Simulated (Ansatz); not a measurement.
# Al3GaN4 (Pm): the host for defect calculations, part 2 of 3

Aim: the runs on the perfect crystal Al3GaN4 (Pm) that a defect calculation needs first.

Ansatz 0.2.0; plane-wave PAW DFPT, PBEsol; dielectric tensors, Born charges and zone-centre modes of the host (the session's first sound run).

So far. Step 2 (Dielectric tensors of the host): The principal values of the electronic dielectric tensor are 4.79, 4.80 and 4.99. The principal values of the static dielectric tensor are 8.63, 8.67 and 9.98.

### 4. Self-consistent run

This step: plane-wave PAW DFT, PBEsol; single point of the defect-free supercell, a test of its k-points (Ansatz 0.2.0).

System of this step: Al3GaN4 (Pm). The cell holds 96 atoms: 36 Al, 12 Ga and 48 N. Cell: a = 10.087 Å, b = 9.390 Å, c = 10.836 Å, α = 90.0°, β = 90.0°, γ = 90.0°.

pristine.sampling/input.yaml

```yaml
crystal:
  lattice:
    - [10.0869203595, 0.0, 0.0002527838]
    - [0.0, 9.3901567821, 0.0]
    - [-0.0064481587, 0.0, 10.83601904]
  atoms:
    - { symbol: Al, position: [0.2501142856, 0.1666666667, 0.083665467] }
    - { symbol: Al, position: [0.0004597526, 0.1666666667, 0.4174026182] }
    - { symbol: Al, position: [0.0005436327, 0.0, 0.1658460728] }
    - { symbol: Ga, position: [0.2497097569, 0.0, 0.3331010088] }
    - { symbol: "N", position: [0.0555872858, 0.0, 0.333163309] }
    - { symbol: "N", position: [0.0612276738, 0.1666666667, 0.0835775244] }
    - { symbol: "N", position: [0.3125619496, 0.1666666667, 0.4200967803] }
    - { symbol: "N", position: [0.3115951631, 0.0, 0.1631477196] }
    - { symbol: Al, position: [0.2501142856, 0.1666666667, 0.583665467] }
    - { symbol: Al, position: [0.0004597526, 0.1666666667, 0.9174026182] }
    - { symbol: Al, position: [0.0005436327, 0.0, 0.6658460728] }
    - { symbol: Ga, position: [0.2497097569, 0.0, 0.8331010087] }
    - { symbol: "N", position: [0.0555872858, 0.0, 0.833163309] }
    - { symbol: "N", position: [0.0612276738, 0.1666666667, 0.5835775244] }
    - { symbol: "N", position: [0.3125619496, 0.1666666667, 0.9200967803] }
    - { symbol: "N", position: [0.3115951631, 0.0, 0.6631477196] }
    - { symbol: Al, position: [0.2501142856, 0.5, 0.083665467] }
    - { symbol: Al, position: [0.0004597526, 0.5, 0.4174026182] }
    - { symbol: Al, position: [0.0005436327, 0.3333333333, 0.1658460728] }
    - { symbol: Ga, position: [0.2497097569, 0.3333333333, 0.3331010088] }
    - { symbol: "N", position: [0.0555872858, 0.3333333333, 0.333163309] }
    - { symbol: "N", position: [0.0612276738, 0.5, 0.0835775244] }
    - { symbol: "N", position: [0.3125619496, 0.5, 0.4200967803] }
    - { symbol: "N", position: [0.3115951631, 0.3333333333, 0.1631477196] }
    - { symbol: Al, position: [0.2501142856, 0.5, 0.583665467] }
    - { symbol: Al, position: [0.0004597526, 0.5, 0.9174026182] }
    - { symbol: Al, position: [0.0005436327, 0.3333333333, 0.6658460728] }
    - { symbol: Ga, position: [0.2497097569, 0.3333333333, 0.8331010087] }
    - { symbol: "N", position: [0.0555872858, 0.3333333333, 0.833163309] }
    - { symbol: "N", position: [0.0612276738, 0.5, 0.5835775244] }
    - { symbol: "N", position: [0.3125619496, 0.5, 0.9200967803] }
    - { symbol: "N", position: [0.3115951631, 0.3333333333, 0.6631477196] }
    - { symbol: Al, position: [0.2501142856, 0.8333333333, 0.083665467] }
    - { symbol: Al, position: [0.0004597526, 0.8333333333, 0.4174026182] }
    - { symbol: Al, position: [0.0005436327, 0.6666666667, 0.1658460728] }
    - { symbol: Ga, position: [0.2497097569, 0.6666666667, 0.3331010088] }
    - { symbol: "N", position: [0.0555872858, 0.6666666667, 0.333163309] }
    - { symbol: "N", position: [0.0612276738, 0.8333333333, 0.0835775244] }
    - { symbol: "N", position: [0.3125619496, 0.8333333333, 0.4200967803] }
    - { symbol: "N", position: [0.3115951631, 0.6666666667, 0.1631477196] }
    - { symbol: Al, position: [0.2501142856, 0.8333333333, 0.583665467] }
    - { symbol: Al, position: [0.0004597526, 0.8333333333, 0.9174026182] }
    - { symbol: Al, position: [0.0005436327, 0.6666666667, 0.6658460728] }
    - { symbol: Ga, position: [0.2497097569, 0.6666666667, 0.8331010087] }
    - { symbol: "N", position: [0.0555872858, 0.6666666667, 0.833163309] }
    - { symbol: "N", position: [0.0612276738, 0.8333333333, 0.5835775244] }
    - { symbol: "N", position: [0.3125619496, 0.8333333333, 0.9200967803] }
    - { symbol: "N", position: [0.3115951631, 0.6666666667, 0.6631477196] }
    - { symbol: Al, position: [0.7501142856, 0.1666666667, 0.083665467] }
    - { symbol: Al, position: [0.5004597526, 0.1666666667, 0.4174026182] }
    - { symbol: Al, position: [0.5005436327, 0.0, 0.1658460728] }
    - { symbol: Ga, position: [0.7497097569, 0.0, 0.3331010088] }
    - { symbol: "N", position: [0.5555872858, 0.0, 0.333163309] }
    - { symbol: "N", position: [0.5612276738, 0.1666666667, 0.0835775244] }
    - { symbol: "N", position: [0.8125619496, 0.1666666667, 0.4200967803] }
    - { symbol: "N", position: [0.8115951631, 0.0, 0.1631477196] }
    - { symbol: Al, position: [0.7501142856, 0.1666666667, 0.583665467] }
    - { symbol: Al, position: [0.5004597526, 0.1666666667, 0.9174026182] }
    - { symbol: Al, position: [0.5005436327, 0.0, 0.6658460728] }
    - { symbol: Ga, position: [0.7497097569, 0.0, 0.8331010087] }
    - { symbol: "N", position: [0.5555872858, 0.0, 0.833163309] }
    - { symbol: "N", position: [0.5612276738, 0.1666666667, 0.5835775244] }
    - { symbol: "N", position: [0.8125619496, 0.1666666667, 0.9200967803] }
    - { symbol: "N", position: [0.8115951631, 0.0, 0.6631477196] }
    - { symbol: Al, position: [0.7501142856, 0.5, 0.083665467] }
    - { symbol: Al, position: [0.5004597526, 0.5, 0.4174026182] }
    - { symbol: Al, position: [0.5005436327, 0.3333333333, 0.1658460728] }
    - { symbol: Ga, position: [0.7497097569, 0.3333333333, 0.3331010088] }
    - { symbol: "N", position: [0.5555872858, 0.3333333333, 0.333163309] }
    - { symbol: "N", position: [0.5612276738, 0.5, 0.0835775244] }
    - { symbol: "N", position: [0.8125619496, 0.5, 0.4200967803] }
    - { symbol: "N", position: [0.8115951631, 0.3333333333, 0.1631477196] }
    - { symbol: Al, position: [0.7501142856, 0.5, 0.583665467] }
    - { symbol: Al, position: [0.5004597526, 0.5, 0.9174026182] }
    - { symbol: Al, position: [0.5005436327, 0.3333333333, 0.6658460728] }
    - { symbol: Ga, position: [0.7497097569, 0.3333333333, 0.8331010087] }
    - { symbol: "N", position: [0.5555872858, 0.3333333333, 0.833163309] }
    - { symbol: "N", position: [0.5612276738, 0.5, 0.5835775244] }
    - { symbol: "N", position: [0.8125619496, 0.5, 0.9200967803] }
    - { symbol: "N", position: [0.8115951631, 0.3333333333, 0.6631477196] }
    - { symbol: Al, position: [0.7501142856, 0.8333333333, 0.083665467] }
    - { symbol: Al, position: [0.5004597526, 0.8333333333, 0.4174026182] }
    - { symbol: Al, position: [0.5005436327, 0.6666666667, 0.1658460728] }
    - { symbol: Ga, position: [0.7497097569, 0.6666666667, 0.3331010088] }
    - { symbol: "N", position: [0.5555872858, 0.6666666667, 0.333163309] }
    - { symbol: "N", position: [0.5612276738, 0.8333333333, 0.0835775244] }
    - { symbol: "N", position: [0.8125619496, 0.8333333333, 0.4200967803] }
    - { symbol: "N", position: [0.8115951631, 0.6666666667, 0.1631477196] }
    - { symbol: Al, position: [0.7501142856, 0.8333333333, 0.583665467] }
    - { symbol: Al, position: [0.5004597526, 0.8333333333, 0.9174026182] }
    - { symbol: Al, position: [0.5005436327, 0.6666666667, 0.6658460728] }
    - { symbol: Ga, position: [0.7497097569, 0.6666666667, 0.8331010087] }
    - { symbol: "N", position: [0.5555872858, 0.6666666667, 0.833163309] }
    - { symbol: "N", position: [0.5612276738, 0.8333333333, 0.5835775244] }
    - { symbol: "N", position: [0.8125619496, 0.8333333333, 0.9200967803] }
    - { symbol: "N", position: [0.8115951631, 0.6666666667, 0.6631477196] }
basis:
  ecutwfc: 420
  xc_grid: 2
hamiltonian:
  xc: pbesol
kpoints:
  mp_grid: { grid: [1, 1, 1], shift: [0.25, 0.25, 0.25] }
scf:
  occupations: { method: fermi_dirac, width: 0.01 }
  max_iter: 80
```

Run with:

```sh
$ ansatz run input.yaml --threads 4 --pin off --max-ram 7536MiB --backend cpu --events-out ev --progress --plain --runs-dir out
```

Numbers of over 12 decimals in the logs are rounded to 6 here.

What it wrote:

```text
[...]
Crystal: 96 atoms, lattice volume = 1026.364 Å³
Basis set: ecut = 420 eV, 20007 PW (Γ), exchange–correlation on 144×128×150 points (8 copies of the dense FFT grid, shifted against one another)
Bands: 348, of which v1, the nominal top of the filled ones, is band 252 counted from 1 (251 counted from 0)
Symmetry: 12 space group operations
k-points: 1
[...]
SCF iter   1: F=—  HF=-82088.667516 eV  |F-HF|=—  |Δ(HF+E_count)|=         —  Δρ=1.10e-2  dr2=1.32e0  ethr=1.77e-3  ⟨swp⟩=6.0  Hψ=1466  notcnv=0  defer=25
[...]
SCF iter   7: F=-82088.269594 eV  HF=-82088.269594 eV  |F-HF|=3.15e-8  |Δ(HF+E_count)|=   2.72e-6  Δρ=4.34e-6  dr2=2.07e-7  ethr=1.98e-10  ⟨swp⟩=3.0  Hψ=767  notcnv=0
SCF 1 converged in 7 iterations: F = -82088.269594 eV  dr2 = 2.07e-7
[...]
SCF converged after 7 iterations
Free energy (F): -82088.269594 eV
[...]
Internal energy: -82088.269594 eV  (E = F + TS)
E sigma→0 (E₀):  -82088.269594 eV
Fermi energy:    9.732976 eV
[...]
```

It took 16 s on 4 threads of Arm Neoverse V1, shared host; peak memory 1.9 GiB; 61 s of CPU time.

Numbers from this step:

| Property | Result |
| --- | --- |
| energy over dense mesh | -1.73e-4 eV/atom |

### 5. Defect free supercell relaxed from its symmetric sites

This cell, the one that will hold the defects, is built from the relaxed host. Its coarser k-points can move the atoms a little, so it is relaxed from the symmetric sites, as the reference for the test of stability.

This step: plane-wave PAW DFT, PBEsol; relaxation of the defect-free supercell from its symmetric sites (Ansatz 0.2.0).

pristine.symmetric/input.yaml, as its differences from pristine.sampling/input.yaml of step 4:

```diff
@@ -112 +112,12 @@
   max_iter: 80
+output:
+  forces: true
+relax:
+  f_tol: 0.01
+  max_steps: 60
+  escape_saddle: false
+checkpoint:
+  write: "../pristine.symmetric.run"
+  compress: false
+  write_wavefunctions: false
+  write_every: 100000
```

What it wrote:

```text
[...]
Crystal: 96 atoms, lattice volume = 1026.364 Å³
Basis set: ecut = 420 eV, 20007 PW (Γ), exchange–correlation on 144×128×150 points (8 copies of the dense FFT grid, shifted against one another)
Bands: 348, of which v1, the nominal top of the filled ones, is band 252 counted from 1 (251 counted from 0)
Symmetry: 12 space group operations
k-points: 1
[...]
SCF iter   1: F=—  HF=-82088.667517 eV  |F-HF|=—  |Δ(HF+E_count)|=         —  Δρ=1.10e-2  dr2=1.32e0  ethr=1.77e-3  ⟨swp⟩=6.0  Hψ=1466  notcnv=0  defer=25
[...]
SCF iter   7: F=-82088.269594 eV  HF=-82088.269594 eV  |F-HF|=4.89e-8  |Δ(HF+E_count)|=   3.23e-6  Δρ=4.69e-6  dr2=2.40e-7  ethr=4.96e-10  ⟨swp⟩=4.0  Hψ=857  notcnv=0
SCF 1 converged in 7 iterations: F = -82088.269594 eV  dr2 = 2.40e-7
[...]
relax step   1: F+E_penalty+E_count = -82088.26959382 eV  Δ(F+E_penalty+E_count) = +0.000e0 eV  max|allowed force component| = 7.467e-3 eV/Å  Δτ_max = 0.0000 Å  (7 SCF iters, dr2 threshold 2.50e-6 eV, accepted)
[...]
iter 1 solved again at ethr=7.80e-11 eV; its pass at ethr=3.10e-3 eV (dr2=3.93e-7 eV) is discarded
[...]
SCF iter   6: F=-82088.269594 eV  HF=-82088.269594 eV  |F-HF|=1.46e-10  |Δ(HF+E_count)|=  2.91e-11  Δρ=1.42e-7  dr2=1.38e-10  ethr=1.00e-12  ⟨swp⟩=1.0  Hψ=612  notcnv=0
SCF 2 converged in 6 iterations: F = -82088.269594 eV  dr2 = 1.38e-10
relax step   2: F+E_penalty+E_count = -82088.26959387 eV  Δ(F+E_penalty+E_count) = -5.233e-8 eV  max|allowed force component| = 7.467e-3 eV/Å  Δτ_max = 0.0000 Å  (6 SCF iters, accepted)
SCF converged after 6 iterations
Free energy (F): -82088.269594 eV
[...]
Internal energy: -82088.269594 eV  (E = F + TS)
E sigma→0 (E₀):  -82088.269594 eV
Fermi energy:    9.733010 eV
[...]
--- Forces (eV/Å), atoms counted from 1 ---
  atom   1  Al     0.00411180    -0.00247392     0.00068078
  atom   2  Al     0.00130079     0.00122797     0.00194234
  atom   3  Al     0.00001865     0.00059158    -0.00063408
  atom   4  Ga    -0.00210297    -0.00696366    -0.00100625
  atom   5  N      0.00125831    -0.00012144    -0.00139868
  atom   6  N     -0.00356320     0.00050092    -0.00148998
  atom   7  N     -0.00094573     0.00746673     0.00121402
  atom   8  N     -0.00009473    -0.00022816     0.00069791
  atom   9  Al     0.00411180    -0.00247392     0.00068078
  atom  10  Al     0.00130079     0.00122797     0.00194234
  atom  11  Al     0.00001865     0.00059158    -0.00063408
  atom  12  Ga    -0.00210297    -0.00696366    -0.00100625
  atom  13  N      0.00125831    -0.00012144    -0.00139868
  atom  14  N     -0.00356320     0.00050092    -0.00148998
  atom  15  N     -0.00094573     0.00746673     0.00121402
  atom  16  N     -0.00009473    -0.00022816     0.00069791
  atom  17  Al     0.00411180    -0.00247392     0.00068078
  atom  18  Al     0.00130079     0.00122797     0.00194234
  atom  19  Al     0.00001865     0.00059158    -0.00063408
  atom  20  Ga    -0.00210297    -0.00696366    -0.00100625
  atom  21  N      0.00125831    -0.00012144    -0.00139868
  atom  22  N     -0.00356320     0.00050092    -0.00148998
  atom  23  N     -0.00094573     0.00746673     0.00121402
  atom  24  N     -0.00009473    -0.00022816     0.00069791
  atom  25  Al     0.00411180    -0.00247392     0.00068078
  atom  26  Al     0.00130079     0.00122797     0.00194234
  atom  27  Al     0.00001865     0.00059158    -0.00063408
  atom  28  Ga    -0.00210297    -0.00696366    -0.00100625
  atom  29  N      0.00125831    -0.00012144    -0.00139868
  atom  30  N     -0.00356320     0.00050092    -0.00148998
  atom  31  N     -0.00094573     0.00746673     0.00121402
  atom  32  N     -0.00009473    -0.00022816     0.00069791
  atom  33  Al     0.00411180    -0.00247392     0.00068078
  atom  34  Al     0.00130079     0.00122797     0.00194234
  atom  35  Al     0.00001865     0.00059158    -0.00063408
  atom  36  Ga    -0.00210297    -0.00696366    -0.00100625
  atom  37  N      0.00125831    -0.00012144    -0.00139868
  atom  38  N     -0.00356320     0.00050092    -0.00148998
  atom  39  N     -0.00094573     0.00746673     0.00121402
  atom  40  N     -0.00009473    -0.00022816     0.00069791
[...]
atom  85  N      0.00125831    -0.00012144    -0.00139868
  atom  86  N     -0.00356320     0.00050092    -0.00148998
  atom  87  N     -0.00094573     0.00746673     0.00121402
  atom  88  N     -0.00009473    -0.00022816     0.00069791
  atom  89  Al     0.00411180    -0.00247392     0.00068078
  atom  90  Al     0.00130079     0.00122797     0.00194234
  atom  91  Al     0.00001865     0.00059158    -0.00063408
  atom  92  Ga    -0.00210297    -0.00696366    -0.00100625
  atom  93  N      0.00125831    -0.00012144    -0.00139868
  atom  94  N     -0.00356320     0.00050092    -0.00148998
  atom  95  N     -0.00094573     0.00746673     0.00121402
  atom  96  N     -0.00009473    -0.00022816     0.00069791
  max |Σ_I F_I| component: 2.05e-4 eV/Å
--- Relaxed structure (2 steps of the walk, 2 accepted, 0 SCFs on fresh bases) ---
  F+E_penalty+E_count = -82088.26959387 eV   max|allowed force component| = 7.467e-3 eV/Å
  atoms:
    - { symbol: Al, position: [0.250114, 0.166667, 0.083665467] }
    - { symbol: Al, position: [0.0004597526, 0.166667, 0.417403] }
    - { symbol: Al, position: [0.0005436327, 0.0, 0.1658460728] }
    - { symbol: Ga, position: [0.2497097569, 0.0, 0.333101] }
    - { symbol: N, position: [0.0555872858, 0.0, 0.333163309] }
    - { symbol: N, position: [0.061228, 0.166667, 0.0835775244] }
    - { symbol: N, position: [0.3125619496, 0.166667, 0.4200967803] }
    - { symbol: N, position: [0.3115951631, 0.0, 0.163148] }
    - { symbol: Al, position: [0.250114, 0.166667, 0.583665] }
    - { symbol: Al, position: [0.0004597526, 0.166667, 0.917403] }
    - { symbol: Al, position: [0.0005436327, 0.0, 0.665846] }
    - { symbol: Ga, position: [0.2497097569, 0.0, 0.833101] }
    - { symbol: N, position: [0.0555872858, 0.0, 0.833163] }
    - { symbol: N, position: [0.061228, 0.166667, 0.5835775244] }
    - { symbol: N, position: [0.3125619496, 0.166667, 0.9200967803] }
    - { symbol: N, position: [0.3115951631, 0.0, 0.6631477196] }
    - { symbol: Al, position: [0.250114, 0.5, 0.083665467] }
    - { symbol: Al, position: [0.0004597526, 0.5, 0.417403] }
    - { symbol: Al, position: [0.0005436327, 0.333333, 0.1658460728] }
    - { symbol: Ga, position: [0.2497097569, 0.333333, 0.333101] }
    - { symbol: N, position: [0.0555872858, 0.333333, 0.333163309] }
    - { symbol: N, position: [0.061228, 0.5, 0.0835775244] }
    - { symbol: N, position: [0.3125619496, 0.5, 0.4200967803] }
    - { symbol: N, position: [0.3115951631, 0.333333, 0.163148] }
    - { symbol: Al, position: [0.250114, 0.5, 0.583665] }
    - { symbol: Al, position: [0.0004597526, 0.5, 0.917403] }
    - { symbol: Al, position: [0.0005436327, 0.333333, 0.665846] }
    - { symbol: Ga, position: [0.2497097569, 0.333333, 0.833101] }
    - { symbol: N, position: [0.0555872858, 0.333333, 0.833163] }
    - { symbol: N, position: [0.061228, 0.5, 0.5835775244] }
    - { symbol: N, position: [0.3125619496, 0.5, 0.9200967803] }
    - { symbol: N, position: [0.3115951631, 0.333333, 0.6631477196] }
    - { symbol: Al, position: [0.250114, 0.833333, 0.083665467] }
    - { symbol: Al, position: [0.0004597526, 0.833333, 0.417403] }
    - { symbol: Al, position: [0.0005436327, 0.666667, 0.1658460728] }
    - { symbol: Ga, position: [0.2497097569, 0.666667, 0.333101] }
    - { symbol: N, position: [0.0555872858, 0.666667, 0.333163309] }
    - { symbol: N, position: [0.061228, 0.833333, 0.0835775244] }
    - { symbol: N, position: [0.3125619496, 0.833333, 0.4200967803] }
    - { symbol: N, position: [0.3115951631, 0.666667, 0.163148] }
    - { symbol: Al, position: [0.250114, 0.833333, 0.583665] }
    - { symbol: Al, position: [0.0004597526, 0.833333, 0.917403] }
    - { symbol: Al, position: [0.0005436327, 0.666667, 0.665846] }
    - { symbol: Ga, position: [0.2497097569, 0.666667, 0.833101] }
    - { symbol: N, position: [0.0555872858, 0.666667, 0.833163] }
    - { symbol: N, position: [0.061228, 0.833333, 0.5835775244] }
    - { symbol: N, position: [0.3125619496, 0.833333, 0.9200967803] }
    - { symbol: N, position: [0.3115951631, 0.666667, 0.6631477196] }
    - { symbol: Al, position: [0.750114, 0.166667, 0.083665467] }
    - { symbol: Al, position: [0.5004597526, 0.166667, 0.417403] }
    - { symbol: Al, position: [0.5005436327, 0.0, 0.165846] }
    - { symbol: Ga, position: [0.749710, 0.0, 0.333101] }
    - { symbol: N, position: [0.555587, 0.0, 0.333163] }
    - { symbol: N, position: [0.561228, 0.166667, 0.0835775244] }
    - { symbol: N, position: [0.8125619496, 0.166667, 0.4200967803] }
    - { symbol: N, position: [0.811595, 0.0, 0.1631477196] }
    - { symbol: Al, position: [0.7501142856, 0.166667, 0.583665467] }
    - { symbol: Al, position: [0.5004597526, 0.166667, 0.917403] }
    - { symbol: Al, position: [0.5005436327, 0.0, 0.6658460728] }
    - { symbol: Ga, position: [0.7497097569, 0.0, 0.833101] }
    - { symbol: N, position: [0.5555872858, 0.0, 0.833163] }
    - { symbol: N, position: [0.5612276738, 0.166667, 0.5835775244] }
    - { symbol: N, position: [0.8125619496, 0.166667, 0.9200967803] }
    - { symbol: N, position: [0.811595, 0.0, 0.6631477196] }
    - { symbol: Al, position: [0.750114, 0.5, 0.083665467] }
    - { symbol: Al, position: [0.5004597526, 0.5, 0.417403] }
    - { symbol: Al, position: [0.5005436327, 0.333333, 0.165846] }
    - { symbol: Ga, position: [0.749710, 0.333333, 0.333101] }
    - { symbol: N, position: [0.555587, 0.333333, 0.333163] }
    - { symbol: N, position: [0.561228, 0.5, 0.0835775244] }
    - { symbol: N, position: [0.8125619496, 0.5, 0.4200967803] }
    - { symbol: N, position: [0.811595, 0.333333, 0.1631477196] }
    - { symbol: Al, position: [0.7501142856, 0.5, 0.583665467] }
    - { symbol: Al, position: [0.5004597526, 0.5, 0.917403] }
    - { symbol: Al, position: [0.5005436327, 0.333333, 0.6658460728] }
    - { symbol: Ga, position: [0.7497097569, 0.333333, 0.833101] }
    - { symbol: N, position: [0.5555872858, 0.333333, 0.833163] }
    - { symbol: N, position: [0.5612276738, 0.5, 0.5835775244] }
    - { symbol: N, position: [0.8125619496, 0.5, 0.9200967803] }
    - { symbol: N, position: [0.811595, 0.333333, 0.6631477196] }
    - { symbol: Al, position: [0.750114, 0.833333, 0.083665467] }
    - { symbol: Al, position: [0.5004597526, 0.833333, 0.417403] }
    - { symbol: Al, position: [0.5005436327, 0.666667, 0.165846] }
    - { symbol: Ga, position: [0.749710, 0.666667, 0.333101] }
    - { symbol: N, position: [0.555587, 0.666667, 0.333163] }
    - { symbol: N, position: [0.561228, 0.833333, 0.0835775244] }
    - { symbol: N, position: [0.8125619496, 0.833333, 0.4200967803] }
    - { symbol: N, position: [0.811595, 0.666667, 0.1631477196] }
    - { symbol: Al, position: [0.7501142856, 0.833333, 0.583665467] }
    - { symbol: Al, position: [0.5004597526, 0.833333, 0.917403] }
    - { symbol: Al, position: [0.5005436327, 0.666667, 0.6658460728] }
    - { symbol: Ga, position: [0.7497097569, 0.666667, 0.833101] }
    - { symbol: N, position: [0.5555872858, 0.666667, 0.833163] }
    - { symbol: N, position: [0.5612276738, 0.833333, 0.5835775244] }
    - { symbol: N, position: [0.8125619496, 0.833333, 0.9200967803] }
    - { symbol: N, position: [0.811595, 0.666667, 0.6631477196] }
```

Wall time 33 s (4 threads); peak memory 2 GiB.

Hardly anything moved in the relaxation; the energy changed by under 0.2 meV an atom.

[end of part 2 of 3]

[Logs are printed without paths, hosts, clocks, repeated set-up lines and the standing remarks that a program may print on its own settings, such as how far it seeks lower states.]

[Hosts, paths, dates, database ids (printed as entryN), source tags and the programs' standing remarks are cut or masked in the printed files.]

[Runs of the host that timed out are not shown.]

[For some hosts the program warned that the k-mesh of the response run may be too coarse for force constants and the static dielectric constant; such warnings are not always shown.]

[The program warned that the k-mesh of a response run behind this text may be too coarse: force constants, and the static dielectric constant and all else formed from them, are not shown converged.]
